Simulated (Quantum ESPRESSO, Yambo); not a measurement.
# OsClF (1T monolayer (Janus)): G0W0 with Yambo, start to end, part 2 of 3

Aim: the G0W0 gap of OsClF (1T monolayer (Janus)) on PBE with spin-orbit coupling, step by step.

Quantum ESPRESSO 7.5 and Yambo 5.3.0; PBE and many-body steps on it, plane waves. Known limits of the many-body steps: not at the basis limit; d states lean on the start.

So far. Step 2 (Ground state): The gap is indirect, with the least direct gap 0.18 eV higher. Step 3 (Bands along the symmetry lines): The gap is 1.109 eV, −0.001 eV from the run before at this level.

### Step 4. Empty states on the mesh, 9×9×1 mesh, 188 bands

Level of this step: DFT, PBE with spin-orbit coupling, plane waves, norm-conserving pseudopotentials (Quantum ESPRESSO).

The sums over transitions need many empty states on a uniform mesh; this step solves for them.

pw.in reads:

```
&control
  calculation = 'nscf'
  prefix = 'x'
  outdir = 'o'
  pseudo_dir = 'pseudo'
/
&system
  ibrav = 0
  nat = 3
  ntyp = 3
  ecutwfc = 72.0
  nbnd = 188
  force_symmorphic = .true.
  noncolin = .true.
  lspinorb = .true.
/
&electrons
  conv_thr = 1e-9
  electron_maxstep = 80
  diago_full_acc = .true.
  diago_thr_init = 5e-6
/
ATOMIC_SPECIES
  Os 190.23 Os.upf
  F 18.998 F.upf
  Cl 35.45 Cl.upf
CELL_PARAMETERS angstrom
  3.4865083883 -0.0000000001 0.0000000000
  -1.7432541941 3.0194048348 0.0000000000
  0.0000000000 0.0000000000 14.0000000000
ATOMIC_POSITIONS crystal
  Os 0.0000000000 0.0000000000 0.4997666318
  F 0.3333333333 0.6666666667 0.5757877442
  Cl 0.6666666667 0.3333333333 0.4244456239
K_POINTS automatic
  9 9 1 0 0 0
```

Command:

```
> OMP_NUM_THREADS=1 mpirun -n 4 pw.x -nk 4 -in pw.in > pw.out
```

The program printed:

```text
[banner, memory and clock lines left out]
Program PWSCF v.7.5 starts

     Atomic positions and unit cell read from directory:
     o/x.save/

     Message from routine setup:
     using ibrav=0 with symmetry is DISCOURAGED, use correct ibrav instead

     G-vector sticks info

     bravais-lattice index     =            0
     lattice parameter (alat)  =       6.5885  a.u.
     unit-cell volume          =     994.5731 (a.u.)^3
     number of atoms/cell      =            3
     number of atomic types    =            3
     number of electrons       =        30.00
     number of Kohn-Sham states=          188
     kinetic-energy cutoff     =      72.0000  Ry
     charge density cutoff     =     288.0000  Ry
     Exchange-correlation= PBE
                           (   1   4   3   4   0   0   0)
     Non magnetic calculation with spin-orbit

     celldm(1)=   6.588546  celldm(2)=   0.000000  celldm(3)=   0.000000
     celldm(4)=   0.000000  celldm(5)=   0.000000  celldm(6)=   0.000000

     crystal axes: (cart. coord. in units of alat)
               a(1) = (   1.000000  -0.000000   0.000000 )
               a(2) = (  -0.500000   0.866025   0.000000 )
               a(3) = (   0.000000   0.000000   4.015479 )

     reciprocal axes: (cart. coord. in units 2 pi/alat)
               b(1) = (  1.000000  0.577350 -0.000000 )
               b(2) = (  0.000000  1.154701 -0.000000 )
               b(3) = ( -0.000000 -0.000000  0.249036 )
     Pseudo is Norm-conserving + core correction, Zval = 16.0
     Generated using ONCVPSP code by D. R. Hamann
     Using radial grid of 1344 points, 14 beta functions with:
     Pseudo is Norm-conserving + core correction, Zval =  7.0
     Generated using ONCVPSP code by D. R. Hamann
     Using radial grid of  832 points,  8 beta functions with:
     Pseudo is Norm-conserving + core correction, Zval =  7.0
     Generated using ONCVPSP code by D. R. Hamann
     Using radial grid of 1028 points, 10 beta functions with:
     Os               16.00   190.23000     Os( 1.00)
     F                 7.00    18.99800     F ( 1.00)
     Cl                7.00    35.45000     Cl( 1.00)

      6 Sym. Ops. (no inversion) found

   Cartesian axes

     site n.     atom                  positions (alat units)
         1        Os     tau(   1) = (   0.0000000   0.0000000   2.0068022  )
         2        F      tau(   2) = (  -0.0000000   0.5773503   2.3120634  )
         3        Cl     tau(   3) = (   0.5000000   0.2886751   1.7043523  )

     number of k points=    12
                       cart. coord. in units 2pi/alat
        k(    1) = (   0.0000000   0.0000000   0.0000000), wk =   0.0123457
        k(    2) = (   0.0000000   0.1283001   0.0000000), wk =   0.0740741
        k(    3) = (   0.0000000   0.2566001   0.0000000), wk =   0.0740741
[...]
k(   11) = (   0.2222222   0.5132002   0.0000000), wk =   0.1481481
        k(   12) = (   0.3333333   0.5773503   0.0000000), wk =   0.0246914

     Dense  grid:    82061 G-vectors     FFT dimensions: (  36,  36, 144)

     The potential is recalculated from file :
     o/x.save/charge-density

     Starting wfcs are   36 randomized atomic wfcs +  152 random wfcs

     Band Structure Calculation

     End of band structure calculation

          k = 0.0000 0.0000 0.0000 ( 10169 PWs)   bands (ev):

   -85.1157 -85.1157 -53.5612 -53.5612 -41.5314 -41.5314 -41.3429 -41.3429
   -23.9144 -23.9144 -18.0946 -18.0946  -7.3445  -7.3445  -7.2781  -7.2781
    -7.2453  -7.2453  -4.8919  -4.8919  -4.7394  -4.7394  -4.6415  -4.6415
[...]
[... 12 further rows ...]
[...]
36.4792  36.4792  37.7316  37.7316

          k = 0.0000 0.1283 0.0000 ( 10223 PWs)   bands (ev):

[...]
[... 12 further rows ...]
[...]
37.2384  37.2521  37.4674  37.4700

          k = 0.0000 0.2566 0.0000 ( 10237 PWs)   bands (ev):

[...]
18.1557  18.1582  18.2638  18.2695  18.6457  18.6561  19.0658  19.0674
     [... 12 further rows ...]
    36.1205  36.1559  36.4592  36.4767  36.6767  36.6975  37.0415  37.0866
    37.8615  37.8878  38.3694  38.3979

          k = 0.0000 0.3849 0.0000 ( 10282 PWs)   bands (ev):

     [... further k-points ...]

     highest occupied, lowest unoccupied level (ev):     0.3910    1.5026

     XML data file, pseudopotentials, collected wavefunctions
```

Run time: 2.1 min. Hardware: 4 MPI ranks of Arm Neoverse V2, shared host; peak memory 1.6 GiB; 8.4 min of CPU time.

Numbers from this step:

```
gap                                                           : 1.112 eV
k of the valence top                                          : 0.1111, 0.1111, 0
k of the conduction bottom                                    : 0.2222, 0.2222, 0
least direct gap                                              : 1.311 eV
k points computed                                             : 12
lowest point of the top converged band, above the valence top : 37.08 eV
```

On this mesh the gap is 1.112 eV.

### Step 5. Conversion and set-up

This step: Yambo 5.3.0; conversion and set-up on PBE with spin-orbit coupling, plane waves, norm-conserving pseudopotentials.

The states are converted to the many-body program's format and the q mesh is built.

Command:

```
> (cd o/x.save; p2y > p2y.log; mv SAVE ../..); yambo > setup.log
```

The program printed:

```text
 Yambo, version 5.3.0

 [02] CORE Variables Setup
 =========================

  [02.01] Unit cells
  ==================

  Cell kind             :  HCP
  Atoms in the cell     :  Os  F  Cl
  number of Os atoms    :  1
  number of F  atoms    :  1
  number of Cl atoms    :  1

  List of atomic masses
  Mass of Os    :  190.2300
  Mass of F     :  18.99800
  Mass of Cl    :  35.45000

  List of atomic coordinates    : [cc]
  Os1       :   0.00000   0.00000  13.22191  order 1
  F1       : -0.26644E-09   3.8039       15.233      order 2
  Cl1       :   3.29427   1.90195  11.22920  order 3

  Alat factors          :   6.58855   5.70585  26.45617 [a.u.]
  Direct lattice volume :  994.5731 [a.u.]
  Direct lattice vectors:  A[ 1 ]  A[ 2 ]  A[ 3 ]
   A[ 1 ]:   1.0000     -0.33119E-10   0.0000      [iru]
    6.5885     -0.18897E-09   0.0000      [cc]
   A[ 2 ]: -0.500000  1.000000  0.000000  [iru]
  -3.294273  5.705848  0.000000  [cc]
   A[ 3 ]:  0.000000  0.000000  1.000000  [iru]
    0.00000   0.00000  26.45617  [cc]

  Recip. lattice volume :  0.249404 [a.u.]
  Recip. lattice vectors:  B[ 1 ]  B[ 2 ]  B[ 3 ]
   B[ 1 ]:  1.000000  0.500000  0.000000  [iku]
   0.953653  0.550592 -0.000000  [cc]
   B[ 2 ]:  0.33119E-10   1.0000       0.0000      [iku]
   0.31584E-10   1.1012      -0.0000      [cc]
   B[ 3 ]:  0.000000  0.000000  1.000000  [iku]
  -0.000000 -0.000000  0.237494  [cc]

  [02.02] Symmetries
  ==================

  Inversion symmetry    : yes
  Spatial inversion     : no
  Inversion index       :   7
  K-space Time-reversal : yes
  Magnetic symmetries   : no
  Time-reversal derived K-space symmetries:   7  12
  Group table correct   : yes
  Symmetries units      :  [cc]

   [S  1]:   1.0000      0.15046E-26   0.0000      0.17792E-16   1.0000       0.0000       0.0000       0.0000       1.0000
   [S  2]: -0.500000  0.866025  0.000000 -0.866025 -0.500000  0.000000  0.000000  0.000000  1.000000
   [S  3]: -0.500000 -0.866025  0.000000  0.866025 -0.500000  0.000000  0.000000  0.000000  1.000000
   [S  4]:  -1.0000      0.57364E-10   0.0000      0.33119E-10   1.0000       0.0000       0.0000       0.0000       1.0000
   [S  5]:  0.500000  0.866025  0.000000  0.866025 -0.500000  0.000000  0.000000  0.000000  1.000000
   [S  6]:  0.500000 -0.866025  0.000000 -0.866025 -0.500000  0.000000  0.000000  0.000000  1.000000
   [S* 7]:  -1.0000     -0.15046E-26  -0.0000     -0.17792E-16  -1.0000      -0.0000      -0.0000      -0.0000      -1.0000
   [S* 8]:  0.500000 -0.866025 -0.000000  0.866025  0.500000 -0.000000 -0.000000 -0.000000 -1.000000
   [S* 9]:  0.500000  0.866025 -0.000000 -0.866025  0.500000 -0.000000 -0.000000 -0.000000 -1.000000
   [S*10]:   1.0000     -0.57364E-10  -0.0000     -0.33119E-10  -1.0000      -0.0000      -0.0000      -0.0000      -1.0000
   [S*11]: -0.500000 -0.866025 -0.000000 -0.866025  0.500000 -0.000000 -0.000000 -0.000000 -1.000000
[...]
WF components:  10223
  K [ 3]         [rlu]:  0.60404E-28  0.22222       0.0000
         WF components:  10237
[...]
K [ 8]         [rlu]:  0.111111  0.333333  0.000000
[...]
K [ 9]         [rlu]:  0.111111  0.444444  0.000000
[...]
K [10]         [rlu]:  0.222222  0.222222  0.000000
[...]
K [11]         [rlu]:  0.222222  0.333333  0.000000
         WF components:  10287
  K [12]         [rlu]:  0.333333  0.333333  0.000000
         WF components:  10299

  [02.05] Energies & Occupations
  ==============================

  [X] === General ===
  [X] Electronic Temperature                        :  0.000000  0.000000 [eV K]
  [X] Bosonic    Temperature                        :  0.000000  0.000000 [eV K]
  [X] Finite Temperature mode                       : no
  [X] El. density                                   :  0.20355E+24 [cm-3]
  [X] Fermi Level                                   :  0.391027 [eV]

  [X] === Gaps and Widths ===
  [X] Conduction Band Min                           :  1.111561 [eV]
  [X] Valence Band Max                              :  0.000000 [eV]
  [X] Filled Bands                                  :  30
  [X] Empty Bands                                   :   31  188
  [X] Direct Gap                                    :  1.311440 [eV]
  [X] Direct Gap localized at k                     :   7
  [X] Indirect Gap                                  :  1.111561 [eV]
  [X] Indirect Gap between kpts                     :   6  10
  [X] Last valence band width                       :  0.343005 [eV]
  [X] 1st conduction band width                     :  1.074839 [eV]

  E @ K [ 1]:  [eV]
  -85.50668 -85.50668 -53.95218 -53.95218 -41.92241 -41.92241 -41.73393 -41.73393
[...]
occ @ K [ 1]
[...]
E @ K [ 2]:  [eV]
[...]
occ @ K [ 2]
[...]
E @ K [ 3]:  [eV]
[...]
occ @ K [ 3]
[...]
E @ K [ 8]:  [eV]
[...]
occ @ K [ 8]
[...]
E @ K [ 9]:  [eV]
[...]
occ @ K [ 9]
[...]
E @ K [10]:  [eV]
[...]
occ @ K [10]
[...]
E @ K [11]:  [eV]
[...]
occ @ K [11]
[...]
E @ K [12]:  [eV]
[...]
occ @ K [12]
[...]
0.000000  0.000000  0.000000  0.000000  0.000000  0.000000  0.000000  0.000000
   0.000000  0.000000  0.000000  0.000000  0.000000  0.000000  0.000000  0.000000

 [03] Transferred momenta grid and indexing
 ==========================================

 IBZ Q-points                                      :  12
 BZ  Q-points                                      :   81

 K/Q-points units:
 rlu = crystal or reduced units; cc = cartesian coordinates; iku = interal k-units

 Q [ 1]         [rlu]:  0.000000  0.000000  0.000000
 Q [ 2]         [rlu]:  0.22827E-17  0.11111       0.0000
 Q [ 3]         [rlu]:  0.45655E-17  0.22222       0.0000
[...]
Q [ 8]         [rlu]:  0.111111  0.333333  0.000000
 Q [ 9]         [rlu]:  0.111111  0.444444  0.000000
 Q [10]         [rlu]:  0.222222  0.222222  0.000000
 Q [11]         [rlu]:  0.222222  0.333333  0.000000
 Q [12]         [rlu]:  0.333333  0.333333  0.000000

  [03.01] X indexes
  =================

   [03.01.01] Sigma indexes
   ========================

 [06] Game Over & Game summary
```

Elapsed: 4.5 s, on 1 MPI rank; peak memory 0.25 GiB.

(Part 2 of 3 ends here.)

[Paths, hosts, dates, memory and timing lines, banners, echoed tables and standing remarks are left out of the program output.]

[Logs are printed without paths, hosts, clocks, repeated set-up lines and the standing remarks that a program may print on its own settings, such as how far it seeks lower states.]

[Runs of the session that timed out or met a known fault of the program may be left out.]

[Hosts, paths, dates, database ids (printed as entryN), source tags and the programs' standing remarks are cut or masked in the printed files.]
